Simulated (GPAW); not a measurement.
# Co4 Ru5 Co4 0001: parallel and opposed starts, part 2 of 2

A self-consistent run ends on one state, which hangs on the start. Several orders of Co4 Ru5 Co4 0001 are started in GPAW and their energies compared.

GPAW 26.7.0; PBE; plane waves with GPAW's PAW setups, scalar-relativistic.

So far. Step 2 (Run 1 (ferro ++++++++)): After 57 cycles the largest moment stands at 1.83 μB.

## (3) Order 2, typed as antiferro ++++----

Another pattern of signs weighs the neighbour shells otherwise.

File order2.py:

```python
import json
import numpy as np
from ase import Atoms
from ase.parallel import paropen, parprint
from gpaw import GPAW

atoms = Atoms(['Co', 'Co', 'Co', 'Co', 'Ru', 'Ru', 'Ru', 'Ru', 'Ru', 'Co', 'Co', 'Co', 'Co'],
    cell=[[2.706, 0.0, 0.0],
         [-1.353, 2.343465, 0.0],
         [0.0, 0.0, 34.975942]],
    scaled_positions=[[0.0, 0.0, 0.171546],
         [0.333333, 0.666667, 0.221592],
         [0.0, 0.0, 0.271638],
         [0.333333, 0.666667, 0.321684],
         [0.0, 0.0, 0.377365],
         [0.333333, 0.666667, 0.438683],
         [0.0, 0.0, 0.5],
         [0.333333, 0.666667, 0.561317],
         [0.0, 0.0, 0.622635],
         [0.333333, 0.666667, 0.678316],
         [0.0, 0.0, 0.728362],
         [0.333333, 0.666667, 0.778408],
         [0.0, 0.0, 0.828454]],
    pbc=True,
    magmoms=[1.8, 1.8, 1.8, 1.8, 0.0, 0.0, 0.0, 0.0, 0.0, -1.8, -1.8, -1.8, -1.8])
atoms.calc = GPAW(mode={'name': 'pw', 'ecut': 450},
    xc='PBE',
    kpts={'size': (20, 20, 1), 'gamma': True},
    occupations={'name': 'fermi-dirac', 'width': 0.05},
    convergence={'density': 1e-05, 'energy': 1e-05},
    maxiter=200,
    mixer={'name': 'pulay', 'beta': 0.03, 'nmaxold': 8, 'weight': 100},
    symmetry={'tolerance': 1e-4},
    txt='order2.txt')
e = atoms.get_potential_energy(force_consistent=True)
res = {'free_energy': e, 'energy_sigma0': atoms.get_potential_energy(), 'fermi_energy': atoms.calc.get_fermi_level()}
res['moments'] = atoms.get_magnetic_moments().tolist()
res['total'] = atoms.get_magnetic_moment()
parprint('site moments (muB):', np.round(res['moments'], 3))
parprint(f"total moment: {res['total']:.3f} muB")
parprint(f'free energy: {e:.6f} eV')
atoms.calc.write('order2.gpw')
with paropen('results.json', 'w') as f:
    json.dump(res, f)
```

Run with:

```sh
$ OMP_NUM_THREADS=1 mpirun -n 4 gpaw python order2.py > order2.log
```

Numbers of over 12 decimals in the logs are rounded to 6 here.

Output:

```text
site moments (muB): [ 1.828  1.734  1.636  1.361  0.008 -0.051 -0.     0.051 -0.008 -1.361
 -1.636 -1.734 -1.828]
total moment: -0.000 muB
free energy: -108.298556 eV

--- order2.txt ---
Input parameters:
  mode=PW(ecut=450),
  convergence={'density': 1e-05, 'energy': 1e-05},
  kpts=MonkhorstPack(size=(20, 20, 1), gamma=True),
  maxiter=200,
  mixer=Pulay(name='pulay', nmaxold=8, beta=0.03, weight=100, sigma=0.015, g_ss=None),
  occupations=Occupations(name='fermi-dirac', width=0.05),
  symmetry=Symmetry(tolerance=0.0001),
  xc=XC(name='PBE')

Diagonalizing LCAO Hamiltonian
Converting LCAO to pw mode

       Co

        Co

       Co
        Co

       Ru

        Ru

       Ru

        Ru

       Ru
        Co

       Co
        Co

       Co

Atoms  # Å, Bohr magnetons
|    | symbol |         x |        y |         z |    initial magnetic moments |
|----|--------|-----------|----------|-----------|-----------------------------|
|  0 |     Co |  0.000000 | 0.000000 |  5.999983 | ( 0.0000,  0.0000,  1.8000) |
|  1 |     Co | -0.000001 | 1.562311 |  7.750389 | ( 0.0000,  0.0000,  1.8000) |
|  2 |     Co |  0.000000 | 0.000000 |  9.500795 | ( 0.0000,  0.0000,  1.8000) |
|  3 |     Co | -0.000001 | 1.562311 | 11.251201 | ( 0.0000,  0.0000,  1.8000) |
|  4 |     Ru |  0.000000 | 0.000000 | 13.198696 | ( 0.0000,  0.0000,  0.0000) |
|  5 |     Ru | -0.000001 | 1.562311 | 15.343351 | ( 0.0000,  0.0000,  0.0000) |
|  6 |     Ru |  0.000000 | 0.000000 | 17.487971 | ( 0.0000,  0.0000,  0.0000) |
|  7 |     Ru | -0.000001 | 1.562311 | 19.632591 | ( 0.0000,  0.0000,  0.0000) |
|  8 |     Ru |  0.000000 | 0.000000 | 21.777246 | ( 0.0000,  0.0000,  0.0000) |
|  9 |     Co | -0.000001 | 1.562311 | 23.724741 | ( 0.0000,  0.0000, -1.8000) |
| 10 |     Co |  0.000000 | 0.000000 | 25.475147 | ( 0.0000,  0.0000, -1.8000) |
| 11 |     Co | -0.000001 | 1.562311 | 27.225553 | ( 0.0000,  0.0000, -1.8000) |
| 12 |     Co |  0.000000 | 0.000000 | 28.975959 | ( 0.0000,  0.0000, -1.8000) |

Unit cell  # Å
| periodic |         x |        y |         z |   lengths |     angles |
|----------|-----------|----------|-----------|-----------|------------|
|      yes |  2.706000 | 0.000000 |  0.000000 |  2.706000 |  90.000000 |
|      yes | -1.353000 | 2.343465 |  0.000000 |  2.706000 |  90.000000 |
|      yes |  0.000000 | 0.000000 | 34.975942 | 34.975942 | 119.999997 |

Number of symmetries: 6

BZ-sampling:
  Number of BZ points: 400
  Number of IBZ points: 44

  Monkhorst-Pack size: [20, 20, 1]
  Monkhorst-Pack shift: [0.025, 0.025, 0.0]

Plane wave coefficients: 4853
Cutoff: 450.000000 eV

Spin-components: 2 (collinear spins)
Bands:           96
Projectors:      78
Spin-degeneracy: 1
Datatype:        complex128

Parallelization:
  kpt:    4
  domain: 1
  band:   1

Density:
  Valence electrons: 152.0
  Components: 2
  Grid points: [ 14  14 175]
  Charge: 0.0  # |e|

Potential:
  Grid points: [ 14  14 175]

[... setups left out ...]
Reference energy: -919447.304160  # eV

eigensolver:
  PPCG
  Converge bands: occupied
  niter=2

density mixing:
  Pulay-Mixer
  Linear mixing parameters: 0.03
  Old densities: 8
  Fourier metric: weight=100, sigma=0.015

occupation numbers:
  Fermi-Dirac:
    width: 0.0500  # eV

poisson solver:
  ecut: 3600.000000  # eV

xc functional:
  name: PBE with 2 nearest neighbor stencil

convergence criteria:
- Maximum integral of absolute [dens]ity change: 1e-05 electrons / valence electron
- Maximum [total energy] change in last 3 cyles: 1e-05 eV / valence electron
- Maximum integral of absolute [eigenst]ate change: 4e-08 eV^2 / valence electron
maximum number of iterations: 200

SCF iterations
|iter     |      energy | eigst |  dens |  magmom |
|---------|-------------|-------|-------|---------|
|iter:   1|       0s | -133.434177 | +0.34 |       |  +0.0000|
|iter:   2|      19s | -670.479155 | +1.84 | -0.59 |  -0.0000|
|iter:   3|      37s | -146.643156 | +0.70 | -0.28 |  -0.0000|
|iter:   4|      56s | -114.145469 | +0.32 | -0.69 |  -0.0000|
|iter:   5|      74s | -112.506073 | -0.48 | -0.97 |  +0.0000|
|iter:   6|      93s | -111.733482 | -1.68 | -1.10 |  -0.0000|
|iter:   7|     111s | -110.782317 | -1.50 | -1.13 |  +0.0001|
|iter:   8|     130s | -110.655797 | -1.63 | -1.12 |  -0.0056|
|iter:   9|     148s | -108.856926 | -2.39 | -1.07 |  -0.0008|
|iter:  10|     167s | -108.556827 | -2.09 | -1.34 |  -0.0024|
[... 58 iterations left out ...]
|iter:  69|    1174s | -108.236334c| -8.27c| -4.50 |  -0.0000|
|iter:  70|    1183s | -108.236336c| -7.84c| -4.58 |  -0.0000|
|iter:  71|    1192s | -108.236335c| -7.93c| -4.69 |  -0.0000|
|iter:  72|    1201s | -108.236336c| -8.08c| -4.81 |  -0.0000|
|iter:  73|    1210s | -108.236336c| -8.35c| -4.88 |  -0.0000|
|iter:  74|    1219s | -108.236336c| -8.70c| -4.92 |  -0.0000|
|iter:  75|    1228s | -108.236336c| -8.48c| -4.93 |  -0.0000|
|iter:  76|    1237s | -108.236336c| -8.70c| -4.94 |  -0.0000|
|iter:  77|    1246s | -108.236336c| -8.88c| -4.98 |  -0.0000|
|iter:  78|    1255s | -108.236336c| -8.92c| -5.03c|  -0.0000|

Converged in 78 steps
Energy contributions relative to reference atoms: (reference = -919447.304160)

Energy contributions:
  Kinetic:          62.576832
  Coulomb:         -67.798141
  Zero:              1.080242
  External:          0.000000
  Xc:             -104.033048
  Entropy:          -0.124441
  Spinorbit:         0.000000
  ----------------------------
  Free energy:    -108.298556
  Extrapolated:   -108.236336

dipole moment: (-43.173229, -41.550908, -0.000143)  # |e|*Ang

Total magnetic moment: (0.000000, 0.000000, -0.000004)

Local magnetic moments
|        x |        y |         z |
|----------|----------|-----------|
| 0.000000 | 0.000000 |  1.828055 |  # Co   0
| 0.000000 | 0.000000 |  1.733718 |  # Co   1
| 0.000000 | 0.000000 |  1.635888 |  # Co   2
| 0.000000 | 0.000000 |  1.361438 |  # Co   3
| 0.000000 | 0.000000 |  0.008292 |  # Ru   4
| 0.000000 | 0.000000 | -0.051038 |  # Ru   5
| 0.000000 | 0.000000 | -0.000000 |  # Ru   6
| 0.000000 | 0.000000 |  0.051038 |  # Ru   7
| 0.000000 | 0.000000 | -0.008292 |  # Ru   8
| 0.000000 | 0.000000 | -1.361440 |  # Co   9
| 0.000000 | 0.000000 | -1.635888 |  # Co  10
| 0.000000 | 0.000000 | -1.733719 |  # Co  11
| 0.000000 | 0.000000 | -1.828056 |  # Co  12

Fermi level: 7.015
Eigenvalues  # (at kpt = [-0.000, -0.000, 0.000])
| band index |      eig [eV] | occ [0-1] |      eig [eV] | occ [0-1] |
|------------|---------------|-----------|---------------|-----------|
|          0 |       -66.099 |     1.000 |       -66.099 |     1.000 |
|        ... |               |           |               |           |
|         74 |         6.366 |     1.000 |         6.366 |     1.000 |
|         75 |         6.366 |     1.000 |         6.366 |     1.000 |
|         76 |         6.474 |     1.000 |         6.474 |     1.000 |
|         77 |         6.560 |     1.000 |         6.560 |     1.000 |
|         78 |         6.560 |     1.000 |         6.560 |     1.000 |
|         79 |         6.591 |     1.000 |         6.591 |     1.000 |
|         80 |         6.969 |     0.713 |         6.969 |     0.713 |
|         81 |         6.969 |     0.713 |         6.969 |     0.713 |
|         82 |         7.059 |     0.291 |         7.059 |     0.291 |
|         83 |         7.083 |     0.204 |         7.083 |     0.204 |
|         84 |         7.308 |     0.003 |         7.308 |     0.003 |
|         85 |         7.308 |     0.003 |         7.308 |     0.003 |
|         86 |         7.667 |     0.000 |         7.667 |     0.000 |
|         87 |         7.683 |     0.000 |         7.683 |     0.000 |
|         88 |         7.683 |     0.000 |         7.683 |     0.000 |
|         89 |         7.917 |     0.000 |         7.917 |     0.000 |
|        ... |               |           |               |           |
|         95 |         8.188 |     0.000 |         8.188 |     0.000 |

No gap
No difference between direct/indirect transitions
```

It took 22 min on 4 MPI ranks of Arm Neoverse V2, shared host; peak memory 1.7 GiB.

Spin moment in the augmentation sphere by atom:

```
atom  spin moment in the augmentation sphere (μB)
 Co1                                         1.83
 Co2                                         1.73
 Co3                                         1.64
 Co4                                         1.36
 Ru5                                         0.01
 Ru6                                        -0.05
 Ru7                                         0.00
 Ru8                                         0.05
 Ru9                                        -0.01
Co10                                        -1.36
Co11                                        -1.64
Co12                                        -1.73
Co13                                        -1.83
```

Read from the output:

```
magnetization : 0 μB
final state   : antiferromagnetic
```

It lies 0.232 meV a seeded atom under the first start, and its largest moment is 1.83 μB against 1.83 μB.

## (4) The states side by side

These are free energies at a smearing of 0.05 eV, so its entropy term is in the differences. They are divided by the number of seeded atoms, so that cells of unlike size compare.

Orders:

```
             start        final state  typed order kept  energy over the lowest (meV a seeded atom)  largest site moment (μB)  net moment (μB a primitive cell)  mesh matched  CPU time (s)
    ferro ++++++++      ferromagnetic               yes                                      0.2322                     1.827                             12.56           yes          3811
antiferro ++++----  antiferromagnetic               yes                                           0                     1.828                                 0           yes          5162
```

## (5) Summary of results

- lowest state found: antiferromagnetic (typed antiferro ++++----)
- largest site moment: 1.83 μB
- next state: ferromagnetic, 0.232 meV a seeded atom higher

**Reading.** The lowest state found is antiferromagnetic, reached from the start antiferro ++++----, with moments up to 1.83 μB. The two lowest states lie so close that the mesh, the functional or spin–orbit coupling could swap them. Only 2 starts are shown; other collinear patterns, canted and longer-period orders are not.

[Logs and program files are shortened in this print: banners, set-up blocks, solver, clock and traceback lines can be left out without a mark of their own.]

[Logs are printed without paths, hosts, clocks, repeated set-up lines and the standing remarks that a program may print on its own settings, such as how far it seeks lower states.]

[Hosts, paths, dates, database ids (printed as entryN), source tags and the programs' standing remarks are cut or masked in the printed files.]

[Where a cell is said to come from a database of computed structures, the database is the Materials Project.]
